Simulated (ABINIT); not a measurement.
## Quasiparticle gap of PbO (P4/nmm) in ABINIT

Aim: the G0W0 gap of PbO (P4/nmm) on PBE, step by step.

Program: ABINIT 10.8.3. Level of theory: PBE and many-body steps on it, plane waves. Results are calculated unless marked as measured.

The database entry behind the starting cell differs from later determinations by our own check (c about 1 % long), so it need not match the best structure at ambient conditions.

### Step 1. The starting structure

It takes space group P4/nmm (No. 129, tetragonal). The conventional cell has a = 3.960 Å, b = 3.960 Å, c = 5.070 Å, α = 90.00°, β = 90.00°, γ = 90.00°. Nearest to Pb lie 4 O at 2.32 Å. O has 4 Pb at 2.32 Å nearest. Farther neighbours and most contacts between anions are not listed.

 The runs that relaxed it are not among those shown. Spin-orbit coupling is left out unless a step names it.

### Step 2. Ground state

This step: ABINIT 10.8.3; DFT, PBE, plane waves, norm-conserving pseudopotentials.

The ground-state density comes first.

run.abi reads:

```
acell 3*1.0 Angstrom
rprim 
  3.960000000000 0.000000000000 0.000000000000
  0.000000000000 3.960000000000 0.000000000000
  0.000000000000 0.000000000000 5.070000000000
ntypat 2
znucl 82 8
natom 4
typat 1 1 2 2
xred 
  0.000000000000 0.500000000000 0.238990104021
  0.500000000000 0.000000000000 0.761009895979
  0.000000000000 0.000000000000 0.000000000000
  0.500000000000 0.500000000000 0.000000000000
pp_dirpath "pseudos"
pseudos "Pb.upf, O.upf"
ecut 42
ngkpt 6 6 4
nshiftk 1
shiftk 0 0 0
kptopt 1
chksymbreak 0
nband 34
occopt 1
tolvrs 1e-10
nstep 60
prtwf 0
optforces 0
optstress 0
indata_prefix "in"
outdata_prefix "out"
tmpdata_prefix "tmp"
```

Started as:

```sh
> OMP_NUM_THREADS=1 mpirun -n 4 abinit run.abi > log
```

Numbers of over 12 decimals in the logs are rounded to 6 here.

Output:

```text
.Version 10.8.3 of ABINIT. v10.8.2 released Aug 2026.

 Symmetries : space group P4/n m m (#129); Bravais tP (primitive tetrag.)
================================================================================
 Values of the parameters that define the memory need of the present run
     intxc =       0    ionmov =       0      iscf =       7    lmnmax =       7
     lnmax =       7     mgfft =      60  mpssoang =       4    mqgrid =    3001
     natom =       4  nloc_mem =       1    nspden =       1   nspinor =       1
    nsppol =       1      nsym =      16    n1xccc =    2501    ntypat =       2
    occopt =       1   xclevel =       2
-    mband =          34        mffmem =           1         mkmem =           8
       mpw =        7004          nfft =      121500          nkpt =          30
================================================================================
  Rough estimation (10% accuracy) of disk space for files :
================================================================================

--------------------------------------------------------------------------------
------------- Echo of variables that govern the present computation ------------
--------------------------------------------------------------------------------
 -outvars: echo values of preprocessed input variables --------
            acell      1.8897261259E+00  1.8897261259E+00  1.8897261259E+00 Bohr

      chksymbreak           0
             ecut      4.20000000E+01 Hartree
-          fftalg         312

              ixc     -101130
              kpt      0.00000000E+00  0.00000000E+00  0.00000000E+00
                       1.66666667E-01  0.00000000E+00  0.00000000E+00
                       3.33333333E-01  0.00000000E+00  0.00000000E+00
                       5.00000000E-01  0.00000000E+00  0.00000000E+00
                       1.66666667E-01  1.66666667E-01  0.00000000E+00
                       3.33333333E-01  1.66666667E-01  0.00000000E+00
                       5.00000000E-01  1.66666667E-01  0.00000000E+00
                       3.33333333E-01  3.33333333E-01  0.00000000E+00
                       5.00000000E-01  3.33333333E-01  0.00000000E+00
   [... 19 further rows ...]
                       5.00000000E-01  3.33333333E-01  5.00000000E-01
                       5.00000000E-01  5.00000000E-01  5.00000000E-01
         kptrlatt        6    0    0      0    6    0      0    0    4
          kptrlen      3.83236458E+01
P           mkmem           8
            natom           4
            nband          34
            ngfft          45      45      60
             nkpt          30
            nstep          60
             nsym          16
           ntypat           2
              occ      2.000000  2.000000  2.000000  2.000000  2.000000  2.000000
                       2.000000  2.000000  2.000000  2.000000  2.000000  2.000000
                       2.000000  2.000000  2.000000  2.000000  2.000000  2.000000
                       2.000000  2.000000  2.000000  2.000000  2.000000  2.000000
                       2.000000  2.000000  2.000000  2.000000  0.000000  0.000000
                       0.000000  0.000000  0.000000  0.000000
        optforces           0
        optstress           0
            prtwf           0
            rprim      3.9600000000E+00  0.0000000000E+00  0.0000000000E+00
[...]
spgroup         129

           tolvrs      1.00000000E-10

             xred      0.0000000000E+00  5.0000000000E-01  2.3899010402E-01
[...]
znucl       82.00000    8.00000

================================================================================

 chkinp: Checking input parameters for consistency.

================================================================================
== DATASET  1 ==================================================================
-   mpi_nproc: 4, omp_nthreads: 1 (-1 if OMP is not activated)

--- !DatasetInfo
iteration_state: {dtset: 1, }
dimensions: {natom: 4, nkpt: 30, mband: 34, nsppol: 1, nspinor: 1, nspden: 1, mpw: 7004, }
cutoff_energies: {ecut:  42.0, pawecutdg:  -1.0, }
electrons: {nelect:   5.60000000E+01, charge:   0.00000000E+00, occopt:   1.00000000E+00, tsmear:   1.00000000E-02, }

 Real(R)+Recip(G) space primitive vectors, cartesian coordinates (Bohr,Bohr^-1):
 R(1)=  7.4833155  0.0000000  0.0000000  G(1)=  0.1336306  0.0000000  0.0000000
 R(2)=  0.0000000  7.4833155  0.0000000  G(2)=  0.0000000  0.1336306  0.0000000
 R(3)=  0.0000000  0.0000000  9.5809115  G(3)=  0.0000000  0.0000000  0.1043742
 Unit cell volume ucvol=  5.3653114E+02 bohr^3
 Angles (23,13,12)=  9.00000000E+01  9.00000000E+01  9.00000000E+01 degrees

 getcut: wavevector=  0.0000  0.0000  0.0000  ngfft=  45  45  60
         ecut(hartree)=     42.000   => boxcut(ratio)=   2.01544

--- Pseudopotential description ------------------------------------------------
- Pb Generated using ONCVPSP code by D. R. Hamann
- 82.00000  22.00000  220131                  znucl, zion, pspdat
12 -101130 3 -1 1692                          pspcod,pspxc,lmax,lloc,mmax
     nproj     2     2     2     1
  pspatm : epsatm=   27.21822286
         --- l  ekb(1:nproj) -->
[...]
3    9.337611
 pspatm: atomic psp has been read  and splines computed

- O Generated using ONCVPSP code by D. R. Hamann
-  8.00000   6.00000  171031                  znucl, zion, pspdat
12 -101130 2 -1 936                           pspcod,pspxc,lmax,lloc,mmax
     nproj     2     2     1     0
  pspatm : epsatm=    6.17005460
         --- l  ekb(1:nproj) -->
[...]
2   -1.331955
 pspatm: atomic psp has been read  and splines computed

   3.73948708E+03                                ecore*ucvol(ha*bohr**3)
--------------------------------------------------------------------------------

_setup2: Arith. and geom. avg. npw (full set) are    6975.521    6975.505

================================================================================

--- !BeginCycle
iteration_state: {dtset: 1, }
solver: {iscf: 7, nstep: 60, nline: 4, wfoptalg: 0, }
tolerances: {tolvrs: 1.00E-10, }

     iter   Etot(hartree)      deltaE(h)  residm     vres2
 ETOT  1  -451.87216038550    -4.519E+02 2.852E-01 2.592E+03
 ETOT  2  -451.71765312253     1.545E-01 4.019E-02 5.320E+03
 ETOT  3  -452.69693160650    -9.793E-01 1.918E-02 3.342E+02
 ETOT  4  -452.71862812208    -2.170E-02 5.467E-03 1.945E+02
 ETOT  5  -452.72432505889    -5.697E-03 3.841E-03 9.532E+01
 ETOT  6  -452.73664803684    -1.232E-02 2.080E-03 1.286E+00
 ETOT  7  -452.73703163480    -3.836E-04 9.257E-04 6.994E-02
 ETOT  8  -452.73702815034     3.484E-06 4.107E-04 8.146E-02
 ETOT  9  -452.73704438702    -1.624E-05 4.050E-04 5.231E-03
 ETOT 10  -452.73704470608    -3.191E-07 2.234E-04 5.585E-06
 ETOT 11  -452.73704470645    -3.697E-10 1.542E-03 5.068E-07
 ETOT 12  -452.73704470653    -7.759E-11 1.375E-04 3.366E-09
 ETOT 13  -452.73704470652     1.444E-11 1.719E-04 1.490E-10
 ETOT 14  -452.73704470653    -1.472E-11 2.092E-05 3.272E-12

 At SCF step   14       vres2   =  3.27E-12 < tolvrs=  1.00E-10 =>converged.

--- !ResultsGS
iteration_state: {dtset: 1, }
comment   : Summary of ground state results
lattice_vectors:
- [  7.4833155,   0.0000000,   0.0000000, ]
- [  0.0000000,   7.4833155,   0.0000000, ]
- [  0.0000000,   0.0000000,   9.5809115, ]
lattice_lengths: [   7.48332,    7.48332,    9.58091, ]
lattice_angles: [ 90.000,  90.000,  90.000, ] # degrees, (23, 13, 12)
lattice_volume:   5.3653114E+02
convergence: {deltae: -1.472E-11, res2:  3.272E-12, residm:  2.092E-05, diffor:  0.000E+00, }
etotal    :  -4.52737045E+02
entropy   :   0.00000000E+00
fermie    :   2.61001869E-01
cartesian_stress_tensor: null
pressure_GPa: null
xred      :
- [  0.0000E+00,   5.0000E-01,   2.3899E-01, Pb]
- [  5.0000E-01,   0.0000E+00,   7.6101E-01, Pb]
- [  0.0000E+00,   0.0000E+00,   0.0000E+00,  O]
- [  5.0000E-01,   5.0000E-01,   0.0000E+00,  O]
cartesian_forces: null
force_length_stats: {min: null, max: null, mean: null, }

 Integrated electronic density in atomic spheres:
 ------------------------------------------------
 Atom  Sphere_radius  Integrated_density
[...]
4        2.00000          6.12745422
================================================================================

 ----iterations are completed or convergence reached----

 Mean square residual over all n,k,spin=   46.200E-09; max=  20.919E-06
 reduced coordinates (array xred) for    4 atoms
       0.000000000000      0.500000000000      0.238990104021
       0.500000000000      0.000000000000      0.761009895979
       0.000000000000      0.000000000000      0.000000000000
       0.500000000000      0.500000000000      0.000000000000
 rms dE/dt=  0.0000E+00; max dE/dt=  0.0000E+00; dE/dt below (all hartree)
    1       0.000000000000      0.000000000000      0.000000000000
    2       0.000000000000      0.000000000000      0.000000000000
    3       0.000000000000      0.000000000000      0.000000000000
    4       0.000000000000      0.000000000000      0.000000000000

 cartesian coordinates (angstrom) at end:
    1      0.000000     1.980000     1.211680
    2      1.980000     0.000000     3.858320
    3      0.000000     0.000000     0.000000
    4      1.980000     1.980000     0.000000
 length scales=  1.889726125908  1.889726125908  1.889726125908 bohr
              =  1.000000000000  1.000000000000  1.000000000000 angstroms
 prteigrs : about to open file out_EIG
 Fermi (or HOMO) energy (hartree) =   0.26100   Average Vxc (hartree)=  -0.37437
 Eigenvalues (hartree) for nkpt=  30  k points:
 kpt#   1, nband= 34, wtk=  0.00694, kpt=  0.0000  0.0000  0.0000 (reduced coord)
  -4.83895   -4.83895   -2.69625   -2.69625   -2.69623   -2.69623   -2.69609   -2.69606
  -0.41320   -0.39338   -0.32922   -0.32922   -0.32704   -0.32691   -0.32384   -0.32116
  -0.32102   -0.32102   -0.32043   -0.27117   -0.00640    0.01140    0.10595    0.10595
   0.19766    0.20249    0.20249    0.26100    0.34961    0.46413    0.46557    0.46557
   0.50165    0.50165
 prteigrs : prtvol=0 or 1, do not print more k-points.

--- !EnergyTerms
iteration_state     : {dtset: 1, }
comment             : Components of total free energy in Hartree
kinetic             :  1.40346908200130E+02
hartree             :  1.32900543072904E+02
xc                  : -7.64606276292571E+01
Ewald energy        : -2.48977199316717E+02
psp_core            :  6.96974844142879E+00
local_psp           : -4.29844282703727E+02
non_local_psp       :  2.23278652287069E+01
total_energy        : -4.52737044706531E+02
total_energy_eV     : -1.23196025913734E+04
band_energy         : -5.76578001800708E+01

== END DATASET(S) ==============================================================
================================================================================

 -outvars: echo values of variables after computation  --------
           etotal     -4.5273704471E+02
            nband          34
             nkpt          30
          spgroup         129
 [... the other variables as echoed above ...]

 Calculation completed.
```

Run time: 80 s. Hardware: 4 MPI ranks of AMD EPYC 7R43, shared host; peak memory 0.48 GiB.

This step gave:

```
total energy               : -12319.6026 eV
gap                        : 1.126 eV
k of the valence top       : 0, 0, 0
k of the conduction bottom : 0.5, 0.5, 0
least direct gap           : 2.115 eV
```

The gap is indirect, with the least direct gap 0.99 eV higher.

(Continued in part 2 of 3.)

[Paths, hosts, dates, memory and timing lines, banners, echoed tables and standing remarks are left out of the program output.]

[Logs are printed without paths, hosts, clocks, repeated set-up lines and the standing remarks that a program may print on its own settings, such as how far it seeks lower states.]

[Runs of the session that timed out or met a known fault of the program may be left out.]

[Hosts, paths, dates, database ids (printed as entryN), source tags and the programs' standing remarks are cut or masked in the printed files.]

[G0W0 gaps are taken among the corrected bands and points alone; a level outside them can change the order at an edge.]

[Where Ansatz stands beside ABINIT at settings called matched, ABINIT's density can come from a denser mesh and the files from another edition; pairs whose starting gaps differed by over 0.03 eV were left out, so agreement reads better than it is.]
